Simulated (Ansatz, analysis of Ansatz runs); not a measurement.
# NaFeF4 (P2_1/c): a line between two Fe sites for an added electron

Aim: the energy barrier that a trapped electron meets when it moves from one Fe atom to another one nearby in NaFeF4 (P2_1/c). The model is a cell of 48 host atoms.

Program: Ansatz 0.2.0. Level of theory: plane-wave PAW DFT, PBEsol+U; relaxation of all atoms of a supercell at fixed charge in a uniform background; PAW set soft_1. Results are calculated unless marked as measured.

Most raw output is cut from this account.

**1. Set-up**

The cell holds 48 atoms: 8 Na, 8 Fe and 32 F. Cell: a = 9.264 Å, b = 9.798 Å, c = 9.527 Å, α = 57.3°, β = 78.9°, γ = 59.9°. It derives from NaFeF4 (space group P2_1/c). Nearest the centre at fractional (0.621, 0.629, 0.371): F48 at 0.60 Å, Fe13 at 1.89 Å, Fe16 at 1.89 Å, F37 at 2.31 Å, F46 at 2.42 Å, F20 at 2.45 Å, F34 at 2.53 Å, F26 at 2.90 Å.

Hubbard terms: Fe d 4.0 eV. They were chosen, not fitted, to curb self-interaction in the shells named, the trial site's among them. The two sites are Fe16 and Fe13. The cell's shortest repeat is 9.3 Å. The host's moments were started antiferromagnetic in the unit cell, high spin; both sites carry the same spin direction.

**2. The cell without the carrier**

The neutral cell is relaxed first, from small random displacements, so that bond lengths and moments with the carrier can be set beside those of a relaxed cell without it.

Contents of neutral.relax/input.yaml:

```yaml
crystal:
  lattice:
    - [-1.43990755, 5.35346453, 7.42275051]
    - [6.44063, 0.0, 7.38338685]
    - [7.88053755, 5.35346453, -0.03936366]
  atoms:
    - { symbol: Na, position: [0.013545, 0.874321, 0.765415] }
    - { symbol: Na, position: [0.513545, 0.374321, 0.265415] }
    - { symbol: Na, position: [0.265415, 0.346719, 0.013545] }
    - { symbol: Na, position: [0.765415, 0.846719, 0.513545] }
    - { symbol: Na, position: [0.486455, 0.625679, 0.734585] }
    - { symbol: Na, position: [0.986455, 0.125679, 0.234585] }
    - { symbol: Na, position: [0.234585, 0.153281, 0.486455] }
    - { symbol: Na, position: [0.734585, 0.653281, 0.986455] }
[... 36 atom lines left out ...]
    - { symbol: F, position: [0.299239, 0.907374, 0.135551] }
    - { symbol: F, position: [0.799239, 0.407374, 0.635551] }
    - { symbol: F, position: [0.135551, 0.157836, 0.799239] }
    - { symbol: F, position: [0.635551, 0.657836, 0.299239] }
basis:
  ecutwfc: 420
  xc_grid: 2
hamiltonian:
  xc: pbesol
  hubbard:
    sites: [{ species: Fe, l: d, u_eff: 4.0 }]
    projectors: ortho-atomic
  pseudopotentials: { kind: paw, azcp: { folder: soft_1 }, xc_functional: pbe }
kpoints:
  mp_grid: { grid: [1, 1, 1] }
magnetization:
  spin_polarized: true
  initial_magnetization: 0
  spin_locking: { lock_magnetization: hard }
scf:
  occupations: { method: fermi_dirac, width: 0.01 }
  max_iter: 120
  lower_state_search: "off"
output:
  forces: true
relax:
  f_tol: 0.02
  max_steps: 70
  random_displacement: { amplitude: 0.04, seed: 6598 }
checkpoint:
  write: "../neutral.relax.run"
  compress: false
  write_wavefunctions: true
  write_every: 100000
```

Started as:

```console
ansatz run input.yaml --threads 4 --pin off --max-ram 9420MiB --backend cpu --events-out ev --progress --plain --runs-dir out
```

It took 28 s on 4 threads of Intel Xeon at 2.60GHz (Ice Lake), shared host; peak memory 1.3 GiB; 1.7 min of CPU time.

The largest displacement from an ideal site is 0.006 Å.

**3. The electron on the first site**

The nearest neighbour or neighbours of the site start displaced and the site's starting moment is changed by the carrier's spin, since a carrier doesn't trap itself in the undistorted lattice.

Contents of A.relax/input.yaml:

```yaml
crystal:
  lattice:
    - [-1.43990755, 5.35346453, 7.42275051]
    - [6.44063, 0.0, 7.38338685]
    - [7.88053755, 5.35346453, -0.03936366]
  atoms:
    - { symbol: Na, position: [0.013558, 0.873924, 0.765788] }
    - { symbol: Na, position: [0.513597, 0.373888, 0.265882] }
    - { symbol: Na, position: [0.265296, 0.34646, 0.014172] }
    - { symbol: Na, position: [0.765419, 0.846457, 0.514045] }
    - { symbol: Na, position: [0.486216, 0.625688, 0.73516] }
    - { symbol: Na, position: [0.98616, 0.125603, 0.234856] }
    - { symbol: Na, position: [0.234382, 0.153054, 0.486734] }
    - { symbol: Na, position: [0.734498, 0.65305, 0.986809] }
[... 36 atom lines left out ...]
    - { symbol: F, position: [0.29919, 0.90664, 0.13627] }
    - { symbol: F, position: [0.798334, 0.407916, 0.648246] }
    - { symbol: F, position: [0.135641, 0.157838, 0.799761] }
    - { symbol: F, position: [0.62565, 0.673871, 0.29121] }
total_charge: -1
basis:
  ecutwfc: 420
  xc_grid: 2
hamiltonian:
  xc: pbesol
  hubbard:
    sites: [{ species: Fe, l: d, u_eff: 4.0 }]
    projectors: ortho-atomic
  pseudopotentials: { kind: paw, azcp: { folder: soft_1 }, xc_functional: pbe }
kpoints:
  mp_grid: { grid: [1, 1, 1] }
magnetization:
  spin_polarized: true
  initial_magnetization: 1
  spin_locking: { lock_magnetization: hard }
scf:
  occupations: { method: fermi_dirac, width: 0.01 }
  max_iter: 120
  lower_state_search: "off"
output:
  forces: true
relax:
  f_tol: 0.015
  max_steps: 70
  escape_saddle: false
checkpoint:
  write: "../A.relax.run"
  compress: false
  write_wavefunctions: true
  write_every: 100000
```

Run time: 69 s. Hardware: 4 threads; peak memory 1.3 GiB.

The steps of the relaxation:

```
step  energy less that of the first step (eV)  largest force component (eV/Å)
   1                                   0.0000                          0.4519
   2                                  -0.1298                          0.2208
   3                                  -0.1850                          0.0735
   4                                  -0.1972                          0.0796
   5                                  -0.2047                          0.0496
   6                                  -0.2061                          0.0319
   7                                  -0.2066                          0.0159
   8                                  -0.2067                          0.0092
```

The atoms that moved most (Å):

```
atom      dx      dy      dz  length
 F18  -0.168  -0.122  -0.011   0.208
 Na6   0.126   0.104   0.063   0.175
 F31  -0.052  -0.006   0.143   0.152
 F26   0.036  -0.053  -0.133   0.148
 Na8   0.113   0.059  -0.057   0.140
 Na2   0.003   0.090   0.072   0.116
 F30   0.004  -0.031  -0.109   0.114
 F23   0.023  -0.012  -0.088   0.091
```

The moves above count from the input, in which the site's nearest neighbours were already displaced; the distances below compare with the cell without the carrier.

Distances from Fe16 without and with the electron:

```
atom  without (Å)  with (Å)
 F18         1.88      1.98
 F26         1.90      2.02
 F34         1.97      2.08
 F46         1.97      2.08
 F40         1.98      2.11
 F48         1.99      2.12
```

The largest changes of the moments are 0.56 μB on Fe16, 0.09 μB on F34 and 0.09 μB on F18. The largest part sits on the chosen site.

**4. The electron on the second site**

The same start is made on the second site, to get the end of the hop.

Contents of B.relax/input.yaml:

```yaml
crystal:
  lattice:
    - [-1.43990755, 5.35346453, 7.42275051]
    - [6.44063, 0.0, 7.38338685]
    - [7.88053755, 5.35346453, -0.03936366]
  atoms:
    - { symbol: Na, position: [0.013558, 0.873924, 0.765788] }
    - { symbol: Na, position: [0.513597, 0.373888, 0.265882] }
[... 10 atom lines left out ...]
    - { symbol: Fe, position: [0.435539, 0.864893, 0.307421], spin: -4.0 }
[... 2 atom lines left out ...]
    - { symbol: Fe, position: [0.806689, 0.392122, 0.436158], spin: -5.0 }
[... 17 atom lines left out ...]
    - { symbol: F, position: [0.63047, 0.318642, 0.51413] }
[... 2 atom lines left out ...]
    - { symbol: F, position: [0.365837, 0.669392, 0.49799] }
[... 8 atom lines left out ...]
    - { symbol: F, position: [0.799033, 0.406877, 0.636153] }
[... 1 atom line left out ...]
    - { symbol: F, position: [0.647669, 0.645411, 0.299079] }
total_charge: -1
basis:
  ecutwfc: 420
  xc_grid: 2
hamiltonian:
  xc: pbesol
  hubbard:
    sites: [{ species: Fe, l: d, u_eff: 4.0 }]
    projectors: ortho-atomic
  pseudopotentials: { kind: paw, azcp: { folder: soft_1 }, xc_functional: pbe }
kpoints:
  mp_grid: { grid: [1, 1, 1] }
magnetization:
  spin_polarized: true
  initial_magnetization: 1
  spin_locking: { lock_magnetization: hard }
scf:
  occupations: { method: fermi_dirac, width: 0.01 }
  max_iter: 120
  lower_state_search: "off"
output:
  forces: true
relax:
  f_tol: 0.015
  max_steps: 70
  escape_saddle: false
checkpoint:
  write: "../B.relax.run"
  compress: false
  write_wavefunctions: true
  write_every: 100000
```

Wall time 73 s (4 threads); peak memory 1.4 GiB.

Distances from Fe13 without and with the electron:

```
atom  without (Å)  with (Å)
 F20         1.88      1.97
 F27         1.90      2.02
 F36         1.97      2.08
 F48         1.97      2.08
 F37         1.98      2.11
 F45         1.99      2.11
```

The largest changes of the moments are 0.56 μB on Fe13, 0.09 μB on F36 and 0.09 μB on F20. The largest part sits on the chosen site.

**5. Points on the line between the two structures**

All atoms move on the straight line between the two relaxed structures, 3.69 amu^1/2 Å long in mass-weighted terms. Each point starts from the state of the point before, once from either end, so that both localised states can be followed; the midpoint is also started with the carrier shared.

Contents of A.x0500/input.yaml:

```yaml
crystal:
  lattice:
    - [-1.43990755, 5.35346453, 7.42275051]
    - [6.44063, 0.0, 7.38338685]
    - [7.88053755, 5.35346453, -0.03936366]
  atoms:
    - { symbol: Na, position: [0.009437, 0.875562, 0.76631] }
    - { symbol: Na, position: [0.521457, 0.372143, 0.268773] }
[... 10 atom lines left out ...]
    - { symbol: Fe, position: [0.437343, 0.866115, 0.305783], spin: -5.0 }
[... 2 atom lines left out ...]
    - { symbol: Fe, position: [0.80869, 0.389372, 0.435158], spin: -4.0 }
[... 3 atom lines left out ...]
    - { symbol: F, position: [0.539437, 0.838442, 0.484062] }
[... 16 atom lines left out ...]
    - { symbol: F, position: [0.368354, 0.677175, 0.494971] }
[... 8 atom lines left out ...]
    - { symbol: F, position: [0.798593, 0.408097, 0.639694] }
[... 1 atom line left out ...]
    - { symbol: F, position: [0.636649, 0.65887, 0.29288] }
total_charge: -1
basis:
  ecutwfc: 420
  xc_grid: 2
hamiltonian:
  xc: pbesol
  hubbard:
    sites: [{ species: Fe, l: d, u_eff: 4.0 }]
    projectors: ortho-atomic
  pseudopotentials: { kind: paw, azcp: { folder: soft_1 }, xc_functional: pbe }
kpoints:
  mp_grid: { grid: [1, 1, 1] }
magnetization:
  spin_polarized: true
  initial_magnetization: 1
  spin_locking: { lock_magnetization: hard }
scf:
  occupations: { method: fermi_dirac, width: 0.01 }
  max_iter: 120
  lower_state_search: "off"
output:
  forces: true
  eigenvalues: true
  eigenstates: { localisation: true }
  write_density: true
  write_potential: true
  volumetric_format: npy
checkpoint:
  read: "../A.x0375.run"
  write: "../A.x0500.run"
  compress: false
  write_wavefunctions: true
  write_every: 100000
```

It took 22 s on 4 threads; peak memory 1.3 GiB.

States next to the filling edge at the first k-point, on the run's own zero (eigenstates.tsv). The participation number counts the atoms that a state is spread over, of 48; bands count from 0.

```
spin  band  energy (eV)  occupation  participation  largest share on  share
down   206        1.669        1.00           14.9               F19   0.12
down   207        1.746        1.00           13.0              Fe13   0.17
down   208        1.947        1.00           17.0              Fe16   0.13
down   209        2.101        1.00           16.9              Fe14   0.09
down   210        2.327        1.00            9.1              Fe13   0.16
down   211        2.845        1.00            9.5              Fe13   0.16
down   212        5.005        0.00            4.8              Fe11   0.30
down   213        5.029        0.00            5.0              Fe11   0.27
down   214        5.031        0.00            5.1              Fe10   0.25
down   215        5.049        0.00            5.1              Fe11   0.25
down   216        5.067        0.00            5.0              Fe10   0.25
  up   207        1.526        1.00            5.8               F20   0.30
  up   208        1.583        1.00            5.6               F18   0.30
  up   209        1.822        1.00           18.7              Fe10   0.09
  up   210        1.829        1.00           18.8              Fe12   0.08
  up   211        2.246        1.00           16.0               Fe9   0.08
  up   212        4.531        1.00            2.7              Fe13   0.43
  up   213        4.755        0.00            2.8              Fe16   0.42
  up   214        5.006        0.00            2.5              Fe14   0.48
  up   215        5.093        0.00            2.0              Fe14   0.67
  up   216        5.101        0.00            2.5              Fe14   0.52
  up   217        5.116        0.00            2.3              Fe15   0.61
```

Under PBEsol+U (4 eV) at the zone centre alone, the highest filled state is spin up, spread over 3 of 48 atoms, and the lowest empty one, 0.22 eV above it, is spin up, spread over 3 of 48 atoms.

Spin density in the ac plane at fractional y = 0.629, through the centre, with atoms of Na and Fe and F within 0.45 Å of it.

Ten even steps from '0' (-0.2 e/Å³) to '9' (6.5 e/Å³), each cell a mean:
```
00000000000000000000000000
00000000000000000000000000
00000000000000000000000000
00000000000000000000000000
00000000000000000000000000
00000000000000000000000000
00000000000000000000000000
00000000000000000000000000
00001000000000000000000000
00025510000000000000000000
00028930000000000000000000
00013420000000000000000000
00000000000000000000000000
00000000000000000000000000
00000000000000000000000000
00000000000000000000000000
00000000000000000000000000
12100000000000000000000000
39820000000000000000000000
28930000000000000000000000
01210000000000000000000000
00000000000000000000000000
00000000000000000000000000
00000000000000000000000000
```
Columns run along a (9.3 Å), rows up along c (9.5 Å). Atoms in or near the plane, at fractional coordinates: Na at (0.49, 0.73), Na at (0.73, 0.00), Fe at (0.07, 0.19), Fe at (0.19, 0.57), F at (0.48, 0.05), F at (0.95, 0.02), F at (0.74, 0.81), F at (0.19, 0.76), F at (0.37, 0.49), F at (0.20, 0.36), F at (0.64, 0.29).

Valence density in the ac plane at fractional y = 0.629, through the centre, with atoms of Na and Fe and F within 0.45 Å of it. It is the smooth field of the valence electrons, not physical close to the nuclei.

Ten steps, logarithmic in the rise over the least value, from '_' (0 e/Å³) to '@' (22 e/Å³), each cell a mean:
```
--::__________________..::::::____..++##**::__..::--
..__________________________________..::::__________
__________________________________......____________
______::::::..__________________..::----..__________
____..==****==..______::----..__..==****--..________
____::++%%%%**::____..++%%%%++....==****==..________
____..==**##++::____..**@@@@**..__::----::..________
____..::--==--..______::****==..____......______....
::....--====::..________......________________..::--
--::::**%%%%++::::----..______________________..--==
--::::**@@@@##----++**==::____________________..::--
......==##%%**----**##++--______________________....
______..::--::..::==++==::__________________________
____..::----::..__..::....______..__________________
____..==****==..____________..::----..______________
____::==####++::____________..==****==..____________
....::--++**==::____________..==##%%**::__________..
==**++--::::::..______________::++**==::________....
##@@@@**::..____________________::::::..__________::
**@@@@##--______________________________________..::
--****++::__________..::--::..________________..::::
==::::....__________::++##**--..____......__..::==++
**--..______________::**%%%%++::__::**##++....--**##
**--..______________..==****==..__--%%@@%%--..::++##
```
Columns run along a (9.3 Å), rows up along c (9.5 Å). Atoms in or near the plane, at fractional coordinates: Na at (0.49, 0.73), Na at (0.73, 0.00), Fe at (0.07, 0.19), Fe at (0.19, 0.57), F at (0.48, 0.05), F at (0.95, 0.02), F at (0.74, 0.81), F at (0.19, 0.76), F at (0.37, 0.49), F at (0.20, 0.36), F at (0.64, 0.29).

Electrostatic potential energy in the ac plane at fractional y = 0.629, through the centre, with atoms of Na and Fe and F within 0.45 Å of it. With pseudopotentials it is smooth inside the atoms' cores, unlike the true potential.

Ten even steps from '0' (-50 eV) to '9' (10 eV), each cell a mean:
```
89999999999999999830179998
99999999999999999987789999
99999999999999999999999999
99999999999999999988999999
99973489999767899734899999
99951149998300589743799999
99973259998300289987999999
99987789999732589999999999
99853478999988899999999998
88610037988999999999999986
88610005743699999999999998
99840016732499999999999999
99986568975699999999999999
99997889999999999999999999
99973379999999998899999999
99962259999999973379999999
77785469999999962149999998
31258999999999995469999997
00016999999999999999999986
10005899999999999999999997
52136999999989999999999998
67778999999524899988899964
38999999999412599721489832
48999999999744799600079953
```
Columns run along a (9.3 Å; values clipped at the 3rd and 97th percentile), rows up along c (9.5 Å). Atoms in or near the plane, at fractional coordinates: Na at (0.49, 0.73), Na at (0.73, 0.00), Fe at (0.07, 0.19), Fe at (0.19, 0.57), F at (0.48, 0.05), F at (0.95, 0.02), F at (0.74, 0.81), F at (0.19, 0.76), F at (0.37, 0.49), F at (0.20, 0.36), F at (0.64, 0.29).

Free energies from the first end:

```
started from  fraction  energy (eV)  moment change on Fe16 (μB)  on Fe13 (μB)
  first site         0        0.000                        0.56          0.01
  first site     0.125        0.019                        0.54          0.02
  first site      0.25        0.056                        0.46          0.08
  first site     0.375        0.081                        0.36          0.17
  first site       0.5        0.090                        0.26          0.26
  first site     0.625        0.083                        0.17          0.36
 second site     0.875        0.020                        0.01          0.55
 second site      0.75        0.059                        0.08          0.47
 second site     0.625        0.083                        0.17          0.36
 second site       0.5        0.090                        0.26          0.26
 second site     0.375        0.081                        0.36          0.17
      shared       0.5        0.090                        0.26          0.26
 second site         1        0.000                        0.01          0.56
```

**6. Results**

| Item | Value |
| --- | --- |
| barrier forward | 0.09 eV |
| barrier backward | 0.09 eV |
| distance of the two sites without the carrier | 3.78 Å |
| carrier at the midpoint | shared |

On this line the electron must cross 0.09 eV to hop 3.78 Å; both ends have the same energy within 0.005 eV. At the midpoint the lowest state found shares the carrier between both sites, and no finished start kept it on one. That fits an adiabatic hop but does not prove it, since self-interaction left by this U favours sharing too. With an assumed attempt frequency of 1e13 per second the rate at 300 K would be 3e+11 per second for this barrier, if every crossing succeeded. A straight line need not be the lowest path, so the true barrier at this U can be lower, or higher if the ends can still break their symmetry. No run compares the localised electron with one spread in the band, so its binding is unknown and the barrier may exceed it. The magnetic order was assumed and need not be the ground state. The total moment is locked, so a carrier of the other spin direction was not tried. The program's search for lower electronic states was switched off in all runs, so that each state is followed; none is shown to be the lowest at its structure. No image-charge correction is applied; it nearly cancels along the line while the charge stays localised. Limits: sampling at the zone centre alone can move energies of charged and open-shell states by tenths of an eV or more in cells of this size; gap and trapping depend on the U chosen (Fe d 4.0 eV).

[Logs are printed without paths, hosts, clocks, repeated set-up lines and the standing remarks that a program may print on its own settings, such as how far it seeks lower states.]

[Hosts, paths, dates, database ids (printed as entryN), source tags and the programs' standing remarks are cut or masked in the printed files.]
